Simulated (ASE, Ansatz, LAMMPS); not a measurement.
**Twisted graphene bilayer, 46.83° (76 atoms): support functions against a reference**

Wanted: errors and times of a linear-scaling basis for twisted graphene bilayer, 46.83° (76 atoms).

Method: Kohn-Sham DFT, PBE+D3(BJ), PAW (set soft_2), plane waves, in Ansatz 0.2.0.

## (1) The starting structure

The cell holds 76 atoms: 76 C. Cell: a = 10.723 Å, b = 10.723 Å, c = 15.530 Å, α = 90.0°, β = 90.0°, γ = 120.0°. It derives from C (graphene). Graphene (a = 2.46 Å) under graphene (a = 2.46 Å), bilayer, commensurate cell of 19 unit cells a layer, twist 46.83 deg; facing planes 3.53 Å apart as built; 12 Å of vacuum; minimised with a classical potential. Regions: layer 1, 38 atoms (38 C); layer 2, 38 atoms (38 C). Vacuum lies along c.

What the set-up can't give: One k-point is far too coarse for the carbon or group-IV sheet, and it can put spurious forces of up to about 1 eV/Å on the sheet's atoms. Beside vacuum, support functions can miss their usual error bounds without a warning. Sampling is at Γ alone, for a cell whose shortest periodic width is 9 Å.

## (2) The classical run that made the cell

A minimisation with a classical potential prepares the built cell.

This step: classical potential: AIREBO (Stuart, Tutein and Harrison, J. Chem. Phys. 112, 6472 (2000)) (LAMMPS stable Jul 2025 - Update 4).

in.lammps

```
units metal
atom_style atomic
boundary p p p
atom_modify map array
read_data structure.data
pair_style airebo 3.0 1 1
pair_coeff * * CH.airebo C
thermo_style custom step temp pe press lx ly lz fmax
thermo 200
min_style cg
minimize 0 1e-4 3000 30000
write_data relaxed.data nocoeff
```

On the command line:

```sh
$ lmp -in in.lammps -log log.lammps -screen none -nocite
```

Numbers of over 12 decimals in the logs are rounded to 6 here.

The log of the run:

```text
LAMMPS (22 Jul 2025 - Update 4)
  76 atoms
   Step          Temp          PotEng         Press            Lx             Ly             Lz            Fmax     
         0   0             -564.7002      -58631.219      10.7229        9.2863038      15.53          0.017817141  
        56   0             -564.74286     -57942.747      10.7229        9.2863038      15.53          1.5731618e-05
Loop time of 0.607217 on 1 procs for 56 steps with 76 atoms
Minimization stats:
  Stopping criterion = force tolerance
  Energy initial, next-to-last, final = 
     -564.700198212235   -564.74285987298  -564.742859873177
  Force two-norm initial, final = 0.13564668 9.2333624e-05
  Force max component initial, final = 0.017817141 1.5731618e-05
  Iterations, force evaluations = 56 111
```

Run time: 1.2 s. Hardware: 1 thread of Intel Xeon at 2.80GHz (Skylake/Cascade Lake), shared host.

## (3) Plane-wave single point

This run is the reference for what follows, at a cutoff of 420 eV.

input.yaml

```yaml
crystal:
  lattice:
    - [10.7229, 0.0, 0.0]
    - [-5.36145, 9.2863, 0.0]
    - [0.0, 0.0, 15.53]
  atoms:
    - { symbol: C, position: [0.17545, 0.77194, 0.39054] }
    - { symbol: C, position: [0.19298, 0.64913, 0.39062] }
    - { symbol: C, position: [0.2807, 0.0351, 0.3905] }
    - { symbol: C, position: [0.29825, 0.91229, 0.39056] }
    - { symbol: C, position: [0.1228, 0.14035, 0.39041] }
    - { symbol: C, position: [0.14035, 0.01755, 0.39041] }
    - { symbol: C, position: [0.22806, 0.40351, 0.39054] }
    - { symbol: C, position: [0.24561, 0.2807, 0.3905] }
    - { symbol: C, position: [0.33333, 0.66667, 0.39059] }
    - { symbol: C, position: [0.35087, 0.54386, 0.39062] }
    - { symbol: C, position: [0.4386, 0.92982, 0.39058] }
    - { symbol: C, position: [0.45614, 0.80702, 0.39062] }
    - { symbol: C, position: [0.38596, 0.29825, 0.39056] }
    - { symbol: C, position: [0.40351, 0.17545, 0.39054] }
    - { symbol: C, position: [0.49123, 0.5614, 0.39058] }
    - { symbol: C, position: [0.50877, 0.4386, 0.39058] }
    - { symbol: C, position: [0.59649, 0.82455, 0.39054] }
    - { symbol: C, position: [0.61404, 0.70175, 0.39056] }
    - { symbol: C, position: [0.70175, 0.08771, 0.39056] }
    - { symbol: C, position: [0.7193, 0.9649, 0.3905] }
    - { symbol: C, position: [0.54386, 0.19298, 0.39062] }
    - { symbol: C, position: [0.5614, 0.07018, 0.39058] }
    - { symbol: C, position: [0.64913, 0.45614, 0.39062] }
    - { symbol: C, position: [0.66667, 0.33333, 0.39059] }
    - { symbol: C, position: [0.75439, 0.7193, 0.3905] }
    - { symbol: C, position: [0.77194, 0.59649, 0.39054] }
    - { symbol: C, position: [0.85965, 0.98245, 0.39041] }
    - { symbol: C, position: [0.8772, 0.85965, 0.39041] }
    - { symbol: C, position: [0.80702, 0.35087, 0.39062] }
    - { symbol: C, position: [0.82455, 0.22806, 0.39054] }
    - { symbol: C, position: [0.91229, 0.61404, 0.39056] }
    - { symbol: C, position: [0.92982, 0.49123, 0.39058] }
    - { symbol: C, position: [0.01755, 0.8772, 0.39041] }
    - { symbol: C, position: [0.0351, 0.75439, 0.3905] }
    - { symbol: C, position: [0.9649, 0.24561, 0.3905] }
    - { symbol: C, position: [0.98245, 0.1228, 0.39041] }
    - { symbol: C, position: [0.07018, 0.50877, 0.39058] }
    - { symbol: C, position: [0.08771, 0.38596, 0.39056] }
    - { symbol: C, position: [0.75439, 0.0351, 0.6095] }
    - { symbol: C, position: [0.77194, 0.17545, 0.60946] }
    - { symbol: C, position: [0.80702, 0.45614, 0.60938] }
    - { symbol: C, position: [0.82455, 0.59649, 0.60946] }
    - { symbol: C, position: [0.64913, 0.19298, 0.60938] }
    - { symbol: C, position: [0.66667, 0.33333, 0.60941] }
    - { symbol: C, position: [0.49123, 0.92982, 0.60942] }
    - { symbol: C, position: [0.50877, 0.07018, 0.60942] }
    - { symbol: C, position: [0.70175, 0.61404, 0.60944] }
    - { symbol: C, position: [0.7193, 0.75439, 0.6095] }
    - { symbol: C, position: [0.54386, 0.35087, 0.60938] }
    - { symbol: C, position: [0.5614, 0.49123, 0.60942] }
    - { symbol: C, position: [0.38596, 0.08771, 0.60944] }
    - { symbol: C, position: [0.40351, 0.22806, 0.60946] }
    - { symbol: C, position: [0.59649, 0.77194, 0.60946] }
    - { symbol: C, position: [0.61404, 0.91229, 0.60944] }
    - { symbol: C, position: [0.4386, 0.50877, 0.60942] }
    - { symbol: C, position: [0.45614, 0.64913, 0.60938] }
    - { symbol: C, position: [0.2807, 0.24561, 0.6095] }
    - { symbol: C, position: [0.29825, 0.38596, 0.60944] }
    - { symbol: C, position: [0.1228, 0.98245, 0.60959] }
    - { symbol: C, position: [0.14035, 0.1228, 0.60959] }
    - { symbol: C, position: [0.33333, 0.66667, 0.60941] }
    - { symbol: C, position: [0.35087, 0.80702, 0.60938] }
    - { symbol: C, position: [0.17545, 0.40351, 0.60946] }
    - { symbol: C, position: [0.19298, 0.54386, 0.60938] }
    - { symbol: C, position: [0.01755, 0.14035, 0.60959] }
    - { symbol: C, position: [0.0351, 0.2807, 0.6095] }
    - { symbol: C, position: [0.85965, 0.8772, 0.60959] }
    - { symbol: C, position: [0.8772, 0.01755, 0.60959] }
    - { symbol: C, position: [0.22806, 0.82455, 0.60946] }
    - { symbol: C, position: [0.24561, 0.9649, 0.6095] }
    - { symbol: C, position: [0.07018, 0.5614, 0.60942] }
    - { symbol: C, position: [0.08771, 0.70175, 0.60944] }
    - { symbol: C, position: [0.91229, 0.29825, 0.60944] }
    - { symbol: C, position: [0.92982, 0.4386, 0.60942] }
    - { symbol: C, position: [0.9649, 0.7193, 0.6095] }
    - { symbol: C, position: [0.98245, 0.85965, 0.60959] }
kpoints:
  mp_grid: { grid: [1, 1, 1] }
hamiltonian:
  xc: pbe
  dispersion: d3bj
scf:
  occupations: { method: gaussian, width: 0.05 }
output:
  forces: true
  populations: intrinsic
  dos:
    method: { smearing: { sigma: 0.1 } }
    de: 0.1
    projected:
      site_lists:
        C: [C]
        layer_1: [0, 1, 2, 3, 4, 5, 6, 7, 8, 9, 10, 11, 12, 13, 14, 15, 16, 17, 18, 19, 20, 21, 22, 23, 24, 25, 26, 27, 28, 29, 30, 31, 32, 33, 34, 35, 36, 37]
        layer_2: [38, 39, 40, 41, 42, 43, 44, 45, 46, 47, 48, 49, 50, 51, 52, 53, 54, 55, 56, 57, 58, 59, 60, 61, 62, 63, 64, 65, 66, 67, 68, 69, 70, 71, 72, 73, 74, 75]
  eigenvalues: true
  write_density: true
  write_potential: true
  volumetric_format: npy
```

On the command line:

```sh
$ ansatz run input.yaml --threads 8 --pin off --max-ram 15872MiB --backend cpu --events-out ev --progress --plain --runs-dir out
```

The log of the run:

```text
Warning: the atoms were moved onto the symmetric positions of the space group found under crystal.symmetry.tolerance 1.0e-5 (fractional; no operation is sought that the atoms, as they stand in a round, miss by more than twice it, and no atom is moved by as much as it), and the run uses the moved positions. [...]
Engine: ansatz 0.2.0, aarch64-unknown-linux-gnu
Pseudopotentials: kind: paw
Pseudopotential: C, paw, valence charge 4, recommended cutoff 420 eV (normal), C.paw.azcp
[... 5 lines on functional and potentials left out ...]
Crystal: 76 atoms, lattice volume = 1546.416 Å³
Basis set: ecut = 420 eV, 30177 PW (Γ), exchange–correlation on 144×144×216 points (8 copies of the dense FFT grid, shifted against one another)
Bands: 228, of which v1, the nominal top of the filled ones, is band 152 counted from 1 (151 counted from 0)
Symmetry: 12 space group operations
Space group: P622 (ITA 177), of the structure as read, at distance tolerance 1.2e-4 Å
k-points: 1
[... 3 lines on functional and potentials left out ...]
Initial density: superposition of atomic densities (neutral atoms: chi_scale 0, normalization atom), corrected by the library's trained network
Initial wavefunctions: pseudopotential atomic-orbital guess
Functional: x = pbe(κ = 0.804, μ = 0.219515), c = pbe(β = 0.066725)
SCF iter   1: F=—  HF=-19083.909142 eV  |F-HF|=—  |Δ(HF+E_count)|=         —  Δρ=2.43e-3  dr2=8.63e-2  ethr=1.77e-3  ⟨swp⟩=13.0  Hψ=1681  notcnv=0  defer=21
preconditioner: auto → Resta (q_TF=auto, 2.080 Å⁻¹)  ε∞=2.2  [insulator: Δε(μ)=4.026 eV  Ē_g=14.853 eV  σ=0.050 eV  W_gap=1.00  n_scr=238 (ndim 8)  ℏωp=16.5 eV  f_vac=0.552  D(μ)=0.00/eV (n_scr^D=0)  ε∞_Penn≈2.2  vacuum switching on, ρ_ref=1.6e-2 e/Å³]
SCF iter   2: F=—  HF=-19083.911250 eV  |F-HF|=—  |Δ(HF+E_count)|=   2.11e-3  Δρ=1.22e-3  dr2=1.85e-2  ethr=2.84e-5  ⟨swp⟩=3.0  Hψ=414  notcnv=0  defer=49
SCF iter   3: F=—  HF=-19083.914728 eV  |F-HF|=—  |Δ(HF+E_count)|=   3.48e-3  Δρ=1.91e-4  dr2=6.62e-4  ethr=6.08e-6  ⟨swp⟩=2.0  Hψ=316  notcnv=0  defer=49
SCF iter   4: F=—  HF=-19083.915525 eV  |F-HF|=—  |Δ(HF+E_count)|=   7.98e-4  Δρ=5.36e-5  dr2=4.05e-5  ethr=2.18e-7  ⟨swp⟩=2.0  Hψ=266  notcnv=0  defer=49
SCF iter   5: F=—  HF=-19083.917505 eV  |F-HF|=—  |Δ(HF+E_count)|=   1.98e-3  Δρ=1.08e-5  dr2=3.43e-6  ethr=1.33e-8  ⟨swp⟩=2.0  Hψ=309  notcnv=0  defer=49
SCF iter   6: F=—  HF=-19083.917507 eV  |F-HF|=—  |Δ(HF+E_count)|=   1.43e-6  Δρ=6.68e-6  dr2=2.42e-6  ethr=1.13e-9  ⟨swp⟩=2.0  Hψ=315  notcnv=0  defer=49
SCF iter   7: F=—  HF=-19083.917507 eV  |F-HF|=—  |Δ(HF+E_count)|=   4.24e-8  Δρ=2.27e-6  dr2=1.33e-7  ethr=7.95e-10  ⟨swp⟩=2.0  Hψ=249  notcnv=0  defer=49
SCF iter   8: F=-19083.917507 eV  HF=-19083.917507 eV  |F-HF|=1.17e-8  |Δ(HF+E_count)|=   9.11e-9  Δρ=4.90e-7  dr2=4.30e-9  ethr=3.29e-11  ⟨swp⟩=35.0  Hψ=2537  notcnv=0
SCF 1 converged in 8 iterations: F = -19083.917507 eV  dr2 = 4.30e-9
  greatest PAW one-centre occupation: 0.674 electrons in one spin orbital (limit 2), on the C atom at site 60 (counted from 0), in its partial waves of l = 0
SCF converged after 8 iterations
Free energy (F): -19083.917507 eV
Harris-Foulkes:  -19083.917507 eV  (|F-HF|=1.17e-8)
Internal energy: -19083.917507 eV  (E = F + TS)
E sigma→0 (E₀):  -19083.917507 eV
Fermi energy:    0.669669 eV
--- Per-component energies (eV) ---
  E_band       = -2606.125097
  E_kinetic    = 6914.308454
  E_local      = -92050.092389  (includes V_loc(G=0)·N_el)
  E_nonlocal   = 2077.345194
  E_hartree    = 42745.216411
  E_xc         = -3650.701830
  E_vxc        = -4520.010926  (∫ρ·V_xc dr)
  E_paw        = -7550.984808  (= ΣΔE_a)
  E_vpaw       = -518.106231  (= ΣTr[D̂ρ^β])
  E_aug_tail   = 0.000589  (compensation charges beyond the density's cutoff)
  E_ewald      = 32440.038624
  E_disp       = -9.047753  (pairwise vdW)
  E_smearing   = -0.000000  (= −TS)
  E_closure    = -0.000000  (closes the sum)
  Σ components = -19083.917507   (vs F -19083.917507, Δ=0.00e0)
--- Forces (eV/Å), atoms counted from 1 ---
  atom   1  C     -0.00052915    -0.00875681    -0.02206044
  atom   2  C     -0.00054751     0.01240402    -0.03024327
  atom   3  C     -0.00893843     0.00830237    -0.03074494
  atom   4  C      0.01697210     0.00946113    -0.02976256
  atom   5  C     -0.00090194     0.00754093    -0.03395744
  atom   6  C      0.00607967     0.00455157    -0.03395744
  atom   7  C      0.00784819     0.00392014    -0.02206044
  atom   8  C     -0.01165928    -0.00358972    -0.03074494
  atom   9  C     -0.00000000    -0.00000000    -0.01358741
  atom  10  C     -0.01046844    -0.00667617    -0.03024327
  atom  11  C     -0.01624450     0.00095932    -0.02042906
  atom  12  C      0.01101595    -0.00572785    -0.03024327
  atom  13  C      0.00029247     0.01942883    -0.02976256
  atom  14  C      0.00731904    -0.00483666    -0.02206044
[...]
atom  75  C     -0.01165928     0.00358972     0.03074494
  atom  76  C     -0.00090194    -0.00754093     0.03395744
  max |Σ_I F_I| component: 8.33e-17 eV/Å
--- Band table (eV) ---
  k-point 0: bands = ["-19.0320", "-18.8963", "-17.7877", "-17.7874", [... 212 levels ...], "8.5245", "8.6560", "8.6601", "8.6601", "8.6655", "8.6655", "8.6718", "8.9931", "8.9931", "8.9936", "8.9936", "9.0335"]
--- intrinsic populations: 76 sites ---
  site symbol       q [e]
     0      C      3.9995
     1      C      4.0007
     2      C      4.0001
[...]
75      C      4.0000
  spilling = -0.000000 (of n_electrons = 304.000000)
```

Run time: 6.3 s. Hardware: 8 threads of Arm Neoverse V2, shared host; peak memory 1.4 GiB.

The program notes that positions were snapped to a detected symmetry.

The run gave:

```yaml
free_energy: -19083.9175 eV
free_energy_per_atom: -251.1042 eV/atom
scf_cycles: 8
r_m_s_force_component: 0.01769 eV/Å
longest_force: 0.03554 eV/Å
fermi_energy: 0.6697 eV
potential_in_mid_vacuum_over_the_fermi_level: 4.227 eV
potential_4p5_a_over_the_upper_face: 4.227 eV
potential_4p5_a_under_the_lower_face: 4.227 eV
```

Intrinsic-atomic-orbital charges by element:

```tsv
element	coordination	atoms	mean charge (e)	spread	least	most
C	all	76	0	4.0e-4	-7.0e-4	0.001
```

By region:

```tsv
region	atoms	mean length of the force (eV/Å)	net charge (e)
layer 1	38	0.03	0
layer 2	38	0.03	0
```

States in the cell by windows of 1 eV, zero at the Fermi level; the larger projections on atomic orbitals stand beside the total:

```tsv
from (eV)	to (eV)	total	C p	layer 1	layer 2
-10	-9	9.7	8.7	4.8	4.8
-9	-8	16.3	14.8	8.0	8.0
-8	-7	2.0	1.9	1.0	1.0
-7	-6	60.3	55.7	29.9	29.9
-6	-5	35.7	34.6	17.7	17.7
-5	-4	5.8	5.8	2.9	2.9
-4	-3	26.0	26.0	13.0	13.0
-3	-2	22.1	22.1	11.0	11.0
-2	-1	2.0	2.0	1.0	1.0
-1	1	0.0	0.0	0.0	0.0
1	2	7.4	7.2	3.6	3.6
2	3	16.7	16.3	8.1	8.1
3	4	27.9	22.8	11.4	11.4
4	5	11.3	0.4	0.2	0.2
```

Between -20 and -10 eV lie 124 more states.

The levels nearest the highest filled one (over half full), pooled over k-points and spins:

```tsv
level less the highest filled one (eV)	occupation
-0.009	2
-0.009	2
-0.0088	2
-0.0088	2
-3.0e-4	2
0	2
4.03	0
4.03	0
4.05	0
4.05	0
4.05	0
4.05	0
```

Planar average of the electrostatic potential energy along the normal, with the Fermi level as zero, after a running mean with a triangular window 4 Å wide at its base:

```tsv
height (Å)	potential energy (eV)
0.0	4.23
0.4	4.23
0.9	4.23
1.3	4.23
1.7	4.23
2.2	4.22
2.6	4.21
3.0	4.17
3.5	3.95
4.0	2.51
4.5	0.10
4.9	-2.81
5.3	-5.71
5.8	-8.10
6.2	-8.68
6.6	-7.05
7.0	-4.71
7.5	-3.18
7.9	-2.97
8.3	-4.06
8.8	-6.26
9.2	-8.33
9.6	-8.56
10.1	-6.61
10.5	-3.79
10.9	-0.85
11.4	1.81
11.9	3.77
12.4	4.13
12.8	4.20
13.2	4.22
13.7	4.23
14.1	4.23
14.5	4.23
15.0	4.23
15.4	4.23
```

Valence density in the ca plane at fractional y = 0.018, with atoms of C within 0.2 Å of it. It is the smooth field of the valence electrons, not physical close to the nuclei.

Ten even steps from '0' (0.0 e/Å³) to '9' (2.0 e/Å³), each cell a mean:
```
00000000000000001210000001111000000000000000
00000000000000024642000013553100000000000000
00000000000000037962000014885200000000000000
00000000000000025752000014895200000000000000
00000000000000014531000014885100000000000000
00000000000000025642000014885200000000000000
00000000000000026962000014885100000000000000
00000000000000025752000002442100000000000000
00000000000000013431000000111000000000000000
00000000000000013421000000111000000000000000
00000000000000025752000002442100000000000000
00000000000000026962000013884100000000000000
00000000000000013531000013674100000000000000
00000000000000001110000002332100000000000000
00000000000000001110000002332100000000000000
00000000000000013431000013663100000000000000
00000000000000036962000014884100000000000000
00000000000000137963000013663100000000000000
00000000000000026962000012453100000000000000
00000000000000037962000013663100000000000000
00000000000000137863000014895100000000000000
00000000000000025642000013663100000000000000
00000000000000011210000001221000000000000000
00000000000000000000000000000000000000000000
```
Columns run along c (15.5 Å), rows up along a (10.7 Å). Atoms in or near the plane, at fractional coordinates: C at (0.39, 0.28), C at (0.39, 0.14), C at (0.61, 0.75), C at (0.61, 0.88).

Electrostatic potential energy in the ca plane at fractional y = 0.018, with atoms of C within 0.2 Å of it. With pseudopotentials it is smooth inside the atoms' cores, unlike the true potential.

Values in eV, 13 rows by 16 columns, each cell a mean:
```
  5   5   5   5   5   1  -6   3   4  -7  -2   4   5   5   5   5
  5   5   5   5   5  -5 -29   2   3 -26 -17   4   5   5   5   5
  5   5   5   5   5  -1 -13   3   3 -19 -10   4   5   5   5   5
  5   5   5   5   5  -2 -20   2   3 -23 -13   4   5   5   5   5
  5   5   5   5   5   0  -9   3   4  -1   1   5   5   5   5   5
  5   5   5   5   5  -1 -16   2   4  -3   0   4   5   5   5   5
  5   5   5   5   5  -1 -14   3   3 -18  -8   4   5   5   5   5
  5   5   5   5   5   2  -1   3   4  -5  -2   4   5   5   5   5
  5   5   5   5   5  -1 -13   3   4 -10  -4   4   5   5   5   5
  5   5   5   5   5  -8 -30   1   3 -16  -7   4   5   5   5   5
  5   5   5   5   5  -5 -25   1   3 -15  -8   4   5   5   5   5
  5   5   5   5   5  -6 -25   1   3 -17  -9   4   5   5   5   5
  5   5   5   5   5   3   0   4   4   0   2   5   5   5   5   5
```
Columns run along c (15.5 Å; values clipped at the 3rd and 97th percentile), rows up along a (10.7 Å). Atoms in or near the plane, at fractional coordinates: C at (0.39, 0.28), C at (0.39, 0.14), C at (0.61, 0.75), C at (0.61, 0.88).

Intrinsic-atomic-orbital charges run from -0.00 to +0.00 e. The potential stands 4.23 eV above the Fermi level over the upper face and 4.23 eV under the lower one, a reading of the work function, with no dipole correction. The Fermi level falls in a spacing of 4.0 eV between levels, so it is uncertain by that much.

## (4) Distances and neighbours

Bonds and neighbours are counted at the geometry of the runs.

Normalised to the volume that the atoms fill. Pair distribution function in bins of 0.1 Å:

```tsv
r (Å)	total
1.35	0.00
1.45	8.32
1.55	0.00
1.65	0.00
1.75	0.00
1.85	0.00
1.95	0.00
2.05	0.00
2.15	0.00
2.25	0.00
2.35	0.00
2.45	5.52
2.55	0.00
2.65	0.00
2.75	0.00
2.85	2.12
2.95	0.00
3.05	0.00
3.15	0.00
3.25	0.00
3.35	0.03
3.45	0.30
3.55	0.56
3.65	0.20
3.75	2.75
3.85	0.30
3.95	0.46
4.05	0.38
4.15	0.31
4.25	2.19
4.35	0.19
4.45	0.36
4.55	0.17
4.65	0.41
4.75	0.20
4.85	0.46
4.95	1.50
5.05	0.35
5.15	1.42
5.25	0.33
5.35	0.25
5.45	0.33
5.55	0.17
5.65	0.83
```

[end of part 1 of 2]

[Logs are printed without paths, hosts, clocks, repeated set-up lines and the standing remarks that a program may print on its own settings, such as how far it seeks lower states.]

[Hosts, paths, dates, database ids (printed as entryN), source tags and the programs' standing remarks are cut or masked in the printed files.]
